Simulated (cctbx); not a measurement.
## Li2Ce3V3Cu: as given, inverted or twinned?

Space group P-62m (no. 189), a = 7.1990 Å, b = 7.1990 Å, c = 3.7940 Å, α = 90.00°, β = 90.00°, γ = 120.00°.

```csv
atom,mult.,x,y,z,Ueq (Å²)
Ce1,3,0.5866,0,1/2,0.0051
Cu1,1,0,0,1/2,0.0096
V1,3,0.2487,0,0,0.0076
Li1,2,2/3,1/3,0,0.0131
```

The model was made for the exercise: a known structure type with other elements put in, its volume estimated, not relaxed; displacement parameters are assumed.

Data sets are simulated with cctbx and refined with Bijvoet mates kept apart; Flack x is then fitted as the share of an inverted twin with the atoms fixed, Hooft y from the Bijvoet differences. The group is acentric but holds improper operations, so there is an absolute structure (orientation) and no hand.

Untwinned crystal. What Flack and Hooft values should come out?

```
  λ (Å)  extinction (unmodelled)  d min (Å)  top counts  error (%)     model      R1  Flack x   s.u.  Hooft y   s.u.  pairs
0.71073                        0       0.77       70000          6  as given  0.0097     0.01   0.05   -0.015  0.045     67
0.71073                        0       0.77       70000          6  inverted  0.0156     1.00   0.05    1.020  0.045     67
1.54184                        0       0.83       40000        1.5  as given  0.0035    0.003  0.004    0.002  0.004     55
```

With Mo Kα, x is within 3 s.u. of 0, so the absolute structure is right, though an s.u. above 0.04 can't exclude a small twin share. With Cu Kα, x is within 3 s.u. of 0, so the absolute structure is right. Inverting the model turns x into about 1 − x.

[Logs are printed without paths, hosts, clocks, repeated set-up lines and the standing remarks that a program may print on its own settings, such as how far it seeks lower states.]
